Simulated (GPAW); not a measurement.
**Ga3Fe13 (bcc Fe13Ga3): moments or none**

Aim: find out whether Ga3Fe13 (bcc Fe13Ga3) carries moments when they start parallel, and what they gain.

Calculated with GPAW 26.7.0; PBE; plane waves with GPAW's PAW setups, scalar-relativistic.

### 1. Set-up

It takes space group P4/mmm (No. 123, tetragonal). The conventional cell has a = 5.857 Å, b = 5.857 Å, c = 5.857 Å, α = 90.00°, β = 90.00°, γ = 90.00°. Nearest to Ga lie 8 Fe at 2.54 Å. Nearest to Fe lie 5 Fe at 2.54 Å and 3 Ga at 2.54 Å. Fe has 8 Fe at 2.54 Å nearest. Nearest to Fe lie 8 Fe at 2.54 Å. Nearest to Fe lie 8 Fe at 2.54 Å. ordered model alloy on an ideal lattice, lattice constant by linear interpolation, atoms not relaxed. Farther neighbours are not listed.

The cell is a made-up one and need not be a known phase.

### 2. Start 1: ferro +++++++++++++

The parallel start comes first: it fits the smallest cell, keeps the most symmetry and shows whether parallel moments form.

File order1.py:

```python
import json
import numpy as np
from ase import Atoms
from ase.parallel import paropen, parprint
from gpaw import GPAW

atoms = Atoms(['Ga', 'Fe', 'Ga', 'Fe', 'Fe', 'Fe', 'Fe', 'Fe', 'Fe', 'Fe', 'Fe', 'Fe', 'Fe', 'Fe', 'Ga', 'Fe'],
    cell=[[5.85725, 0.0, 0.0],
         [0.0, 5.85725, 0.0],
         [0.0, 0.0, 5.85725]],
    scaled_positions=[[0.0, 0.0, 0.0],
         [0.25, 0.25, 0.25],
         [0.0, 0.0, 0.5],
         [0.25, 0.25, 0.75],
         [0.0, 0.5, 0.0],
         [0.25, 0.75, 0.25],
         [0.0, 0.5, 0.5],
         [0.25, 0.75, 0.75],
         [0.5, 0.0, 0.0],
         [0.75, 0.25, 0.25],
         [0.5, 0.0, 0.5],
         [0.75, 0.25, 0.75],
         [0.5, 0.5, 0.0],
         [0.75, 0.75, 0.25],
         [0.5, 0.5, 0.5],
         [0.75, 0.75, 0.75]],
    pbc=True,
    magmoms=[0.0, 2.4, 0.0, 2.4, 2.4, 2.4, 2.4, 2.4, 2.4, 2.4, 2.4, 2.4, 2.4, 2.4, 0.0, 2.4])
atoms.calc = GPAW(mode={'name': 'pw', 'ecut': 450},
    xc='PBE',
    kpts={'size': (7, 7, 7), 'gamma': True},
    occupations={'name': 'fermi-dirac', 'width': 0.05},
    convergence={'density': 1e-05, 'energy': 1e-05},
    maxiter=200,
    mixer={'name': 'pulay', 'beta': 0.04, 'nmaxold': 8, 'weight': 100},
    symmetry={'tolerance': 1e-4},
    txt='order1.txt')
e = atoms.get_potential_energy(force_consistent=True)
res = {'free_energy': e, 'energy_sigma0': atoms.get_potential_energy(), 'fermi_energy': atoms.calc.get_fermi_level()}
res['moments'] = atoms.get_magnetic_moments().tolist()
res['total'] = atoms.get_magnetic_moment()
parprint('site moments (muB):', np.round(res['moments'], 3))
parprint(f"total moment: {res['total']:.3f} muB")
parprint(f'free energy: {e:.6f} eV')
atoms.calc.write('order1.gpw')
with paropen('results.json', 'w') as f:
    json.dump(res, f)
```

On the command line:

```sh
> OMP_NUM_THREADS=1 mpirun -n 4 gpaw python order1.py > order1.log
```

Numbers of over 12 decimals in the logs are rounded to 6 here.

Log:

```text
site moments (muB): [-0.104  2.353 -0.093  2.353  2.574  2.353  2.481  2.353  2.574  2.353
  2.481  2.353  2.59   2.353 -0.101  2.353]
total moment: 30.838 muB
free energy: -126.304645 eV

--- order1.txt ---
Input parameters:
  mode=PW(ecut=450),
  convergence={'density': 1e-05, 'energy': 1e-05},
  kpts=MonkhorstPack(size=(7, 7, 7), gamma=True),
  maxiter=200,
  mixer=Pulay(name='pulay', nmaxold=8, beta=0.04, weight=100, sigma=0.015, g_ss=None),
  occupations=Occupations(name='fermi-dirac', width=0.05),
  symmetry=Symmetry(tolerance=0.0001),
  xc=XC(name='PBE')

Diagonalizing LCAO Hamiltonian
Converting LCAO to pw mode
     .-------------.
    /|             |
   / |             |
  /  | Fe     Fe   |
 *   |             |
 | FeFe   GaFe     |
 |   | Fe     Fe   |
 Ga  .--Fe---------.
 |  /Fe     Fe    /
 | /e     Fe     /
 |/             /
 Ga-----Fe-----*

Atoms  # Å, Bohr magnetons
|    | symbol |        x |        y |        z |    initial magnetic moments |
|----|--------|----------|----------|----------|-----------------------------|
|  0 |     Ga | 0.000000 | 0.000000 | 0.000000 | ( 0.0000,  0.0000,  0.0000) |
|  1 |     Fe | 1.464312 | 1.464312 | 1.464312 | ( 0.0000,  0.0000,  2.4000) |
|  2 |     Ga | 0.000000 | 0.000000 | 2.928625 | ( 0.0000,  0.0000,  0.0000) |
|  3 |     Fe | 1.464312 | 1.464312 | 4.392937 | ( 0.0000,  0.0000,  2.4000) |
|  4 |     Fe | 0.000000 | 2.928625 | 0.000000 | ( 0.0000,  0.0000,  2.4000) |
|  5 |     Fe | 1.464312 | 4.392937 | 1.464312 | ( 0.0000,  0.0000,  2.4000) |
|  6 |     Fe | 0.000000 | 2.928625 | 2.928625 | ( 0.0000,  0.0000,  2.4000) |
|  7 |     Fe | 1.464312 | 4.392937 | 4.392937 | ( 0.0000,  0.0000,  2.4000) |
|  8 |     Fe | 2.928625 | 0.000000 | 0.000000 | ( 0.0000,  0.0000,  2.4000) |
|  9 |     Fe | 4.392937 | 1.464312 | 1.464312 | ( 0.0000,  0.0000,  2.4000) |
| 10 |     Fe | 2.928625 | 0.000000 | 2.928625 | ( 0.0000,  0.0000,  2.4000) |
| 11 |     Fe | 4.392937 | 1.464312 | 4.392937 | ( 0.0000,  0.0000,  2.4000) |
| 12 |     Fe | 2.928625 | 2.928625 | 0.000000 | ( 0.0000,  0.0000,  2.4000) |
| 13 |     Fe | 4.392937 | 4.392937 | 1.464312 | ( 0.0000,  0.0000,  2.4000) |
| 14 |     Ga | 2.928625 | 2.928625 | 2.928625 | ( 0.0000,  0.0000,  0.0000) |
| 15 |     Fe | 4.392937 | 4.392937 | 4.392937 | ( 0.0000,  0.0000,  2.4000) |

Unit cell  # Å
| periodic |        x |        y |        z |  lengths |    angles |
|----------|----------|----------|----------|----------|-----------|
|      yes | 5.857250 | 0.000000 | 0.000000 | 5.857250 | 90.000000 |
|      yes | 0.000000 | 5.857250 | 0.000000 | 5.857250 | 90.000000 |
|      yes | 0.000000 | 0.000000 | 5.857250 | 5.857250 | 90.000000 |

Number of symmetries: 16

BZ-sampling:
  Number of BZ points: 343
  Number of IBZ points: 40

  Monkhorst-Pack size: [7, 7, 7]
  Monkhorst-Pack shift: [0, 0, 0]

K-points  # in reciprocal-cell coordinates
|     |                                coordinates |     weight |
|-----|--------------------------------------------|------------|
|   0 | (  0.00000000,   0.00000000,   0.00000000) | 0.00291545 |
|   1 | (  0.00000000,   0.00000000,   0.14285714) | 0.00583090 |
|   2 | (  0.00000000,   0.00000000,   0.28571429) | 0.00583090 |
|   3 | (  0.00000000,   0.00000000,   0.42857143) | 0.00583090 |
|   4 | (  0.14285714,   0.00000000,   0.00000000) | 0.01166181 |
|   5 | (  0.14285714,   0.00000000,   0.14285714) | 0.02332362 |
|   6 | (  0.14285714,   0.00000000,   0.28571429) | 0.02332362 |
|   7 | (  0.14285714,   0.00000000,   0.42857143) | 0.02332362 |
|   8 | (  0.14285714,   0.14285714,   0.00000000) | 0.01166181 |
|   9 | (  0.14285714,   0.14285714,   0.14285714) | 0.02332362 |
| ... |                                            |            |
|  39 | (  0.42857143,   0.42857143,   0.42857143) | 0.02332362 |

Plane wave coefficients: 4385
Cutoff: 450.000000 eV

Spin-components: 2 (collinear spins)
Bands:           91
Projectors:      93
Spin-degeneracy: 1
Datatype:        complex128

Parallelization:
  kpt:    4
  domain: 1
  band:   1

Density:
  Valence electrons: 113.0
  Components: 2
  Grid points: [30 30 30]
  Charge: 0.0  # |e|

Potential:
  Grid points: [30 30 30]

species:
  Ga:
    name:    Gallium
    Z:       31.0
    valence: 3
    core:    28
    charge:  0.0  # [|e|]
    compensation charges:
      type: gauss
      rc: 0.37  # [Å]
      lmax: 2
    cutoffs:
      filter: 2.06  # [Å]
      core: 4.17  # [Å]
    projectors
    | kind |    occ | energy [eV] | rcut [Å] |
    |------|--------|-------------|----------|
    |   4s |  2.000 |      -8.945 |    1.164 |
    |   4p |  1.000 |      -2.580 |    1.164 |
    |    s |        |      18.266 |    1.164 |
    |    p |        |      24.631 |    1.164 |
    |    d |        |       0.000 |    1.164 |

    Using partial waves for Ga as LCAO basis

  Fe:
    name:    Iron
    Z:       26.0
    valence: 8
    core:    18
    charge:  0.0  # [|e|]
    compensation charges:
      type: gauss
      rc: 0.33  # [Å]
      lmax: 2
    cutoffs:
      filter: 2.06  # [Å]
      core: 2.67  # [Å]
    projectors
    | kind |    occ | energy [eV] | rcut [Å] |
    |------|--------|-------------|----------|
    |   4s |  2.000 |      -5.291 |    1.164 |
    |   4p |  0.000 |      -1.326 |    1.058 |
    |   3d |  6.000 |      -7.505 |    1.058 |
    |    s |        |      21.920 |    1.164 |
    |    p |        |      25.885 |    1.058 |
    |    d |        |      19.706 |    1.058 |

    Using partial waves for Fe as LCAO basis

Reference energy: -608706.924386  # eV

eigensolver:
  PPCG
  Converge bands: occupied
  niter=2

density mixing:
  Pulay-Mixer
  Linear mixing parameters: 0.04
  Old densities: 8
  Fourier metric: weight=100, sigma=0.015

occupation numbers:
  Fermi-Dirac:
    width: 0.0500  # eV

poisson solver:
  ecut: 3600.000000  # eV

xc functional:
  name: PBE with 2 nearest neighbor stencil

convergence criteria:
- Maximum integral of absolute [dens]ity change: 1e-05 electrons / valence electron
- Maximum [total energy] change in last 3 cyles: 1e-05 eV / valence electron
- Maximum integral of absolute [eigenst]ate change: 4e-08 eV^2 / valence electron
maximum number of iterations: 200

SCF iterations
|iter     |      energy | eigst |  dens |  magmom |
|---------|-------------|-------|-------|---------|
|iter:   1|       0s | -125.215703 | +0.39 |       | +31.2654|
|iter:   2|      20s | -125.332117 | -1.21 | -1.06 | +31.2219|
|iter:   3|      40s | -125.250962 | -2.05 | -1.08 | +31.1321|
|iter:   4|      61s | -125.437351 | -1.46 | -1.11 | +30.7643|
|iter:   5|      82s | -125.511836 | -2.63 | -1.29 | +30.7386|
|iter:   6|     101s | -125.859397 | -2.41 | -1.31 | +30.5671|
|iter:   7|     124s | -125.885012 | -3.28 | -1.44 | +30.5672|
|iter:   8|     145s | -126.048150 | -2.95 | -1.46 | +30.5102|
|iter:   9|     165s | -126.197551 | -2.62 | -1.59 | +30.4851|
|iter:  10|     185s | -126.223284 | -3.23 | -1.84 | +30.4527|
[... 17 iterations left out ...]
|iter:  28|     529s | -126.251506c| -7.69c| -3.83 | +30.8271|
|iter:  29|     549s | -126.251516c| -7.29 | -3.87 | +30.8326|
|iter:  30|     562s | -126.251518c| -7.60c| -4.12 | +30.8344|
|iter:  31|     581s | -126.251520c| -7.61c| -4.26 | +30.8372|
|iter:  32|     591s | -126.251521c| -8.35c| -4.55 | +30.8379|
|iter:  33|     600s | -126.251522c| -8.44c| -4.60 | +30.8383|
|iter:  34|     610s | -126.251522c| -8.53c| -4.70 | +30.8383|
|iter:  35|     619s | -126.251522c| -8.49c| -4.80 | +30.8382|
|iter:  36|     628s | -126.251522c| -8.68c| -4.95 | +30.8380|
|iter:  37|     638s | -126.251521c| -8.49c| -5.01c| +30.8378|

Converged in 37 steps
Energy contributions relative to reference atoms: (reference = -608706.924386)

Energy contributions:
  Kinetic:         148.049585
  Coulomb:        -122.019783
  Zero:              1.946867
  External:          0.000000
  Xc:             -154.175066
  Entropy:          -0.106248
  Spinorbit:         0.000000
  ----------------------------
  Free energy:    -126.304645
  Extrapolated:   -126.251521

dipole moment: (-58.459620, -58.459620, -57.876140)  # |e|*Ang

Total magnetic moment: (0.000000, 0.000000, 30.837849)

Local magnetic moments
|        x |        y |         z |
|----------|----------|-----------|
| 0.000000 | 0.000000 | -0.104333 |  # Ga   0
| 0.000000 | 0.000000 |  2.352681 |  # Fe   1
| 0.000000 | 0.000000 | -0.092609 |  # Ga   2
| 0.000000 | 0.000000 |  2.352681 |  # Fe   3
| 0.000000 | 0.000000 |  2.573503 |  # Fe   4
| 0.000000 | 0.000000 |  2.352681 |  # Fe   5
| 0.000000 | 0.000000 |  2.481203 |  # Fe   6
| 0.000000 | 0.000000 |  2.352681 |  # Fe   7
| 0.000000 | 0.000000 |  2.573503 |  # Fe   8
| 0.000000 | 0.000000 |  2.352681 |  # Fe   9
| 0.000000 | 0.000000 |  2.481203 |  # Fe  10
| 0.000000 | 0.000000 |  2.352681 |  # Fe  11
| 0.000000 | 0.000000 |  2.590413 |  # Fe  12
| 0.000000 | 0.000000 |  2.352681 |  # Fe  13
| 0.000000 | 0.000000 | -0.101073 |  # Ga  14
| 0.000000 | 0.000000 |  2.352681 |  # Fe  15

Fermi level: 9.323
Eigenvalues  # (at kpt = [0.000, 0.000, 0.000])
| band index |      eig [eV] | occ [0-1] |      eig [eV] | occ [0-1] |
|------------|---------------|-----------|---------------|-----------|
|          0 |        -0.710 |     1.000 |        -0.667 |     1.000 |
|        ... |               |           |               |           |
|         52 |         7.958 |     1.000 |        10.114 |     0.000 |
|         53 |         8.008 |     1.000 |        10.258 |     0.000 |
|         54 |         8.033 |     1.000 |        10.585 |     0.000 |
|         55 |         8.097 |     1.000 |        10.585 |     0.000 |
|         56 |         8.132 |     1.000 |        10.677 |     0.000 |
|         57 |         8.132 |     1.000 |        10.755 |     0.000 |
|         58 |         8.162 |     1.000 |        10.853 |     0.000 |
|         59 |         8.182 |     1.000 |        10.853 |     0.000 |
|         60 |         8.182 |     1.000 |        10.866 |     0.000 |
|         61 |         8.202 |     1.000 |        10.888 |     0.000 |
|         62 |         8.213 |     1.000 |        10.920 |     0.000 |
|         63 |         8.246 |     1.000 |        10.935 |     0.000 |
|         64 |         8.388 |     1.000 |        10.938 |     0.000 |
|         65 |         8.424 |     1.000 |        11.009 |     0.000 |
|         66 |         8.563 |     1.000 |        11.086 |     0.000 |
|         67 |         8.563 |     1.000 |        11.104 |     0.000 |
|        ... |               |           |               |           |
|         90 |        15.824 |     0.000 |        16.692 |     0.000 |

No gap
No difference between direct/indirect transitions
```

Elapsed: 11 min, on 4 MPI ranks of Arm Neoverse V1, shared host; peak memory 1.6 GiB.

Spin moment in the augmentation sphere by atom:

| atom | spin moment in the augmentation sphere (μB) |
| --- | --- |
| Ga1 | -0.10 |
| Fe2 | 2.35 |
| Ga3 | -0.09 |
| Fe4 | 2.35 |
| Fe5 | 2.57 |
| Fe6 | 2.35 |
| Fe7 | 2.48 |
| Fe8 | 2.35 |
| Fe9 | 2.57 |
| Fe10 | 2.35 |
| Fe11 | 2.48 |
| Fe12 | 2.35 |
| Fe13 | 2.59 |
| Fe14 | 2.35 |
| Ga15 | -0.10 |
| Fe16 | 2.35 |

Numbers from this step:

| Item | Value |
| --- | --- |
| magnetization | 30.84 μB |
| final state | ferromagnetic |

After 37 cycles the largest moment stands at 2.59 μB.

[end of part 1 of 2]

[Logs and program files are shortened in this print: banners, set-up blocks, solver, clock and traceback lines can be left out without a mark of their own.]

[Logs are printed without paths, hosts, clocks, repeated set-up lines and the standing remarks that a program may print on its own settings, such as how far it seeks lower states.]

[Hosts, paths, dates, database ids (printed as entryN), source tags and the programs' standing remarks are cut or masked in the printed files.]

[Where a cell is said to come from a database of computed structures, the database is the Materials Project.]

[Lattice constants of own cells that a recipe calls measured were typed without a cited source.]
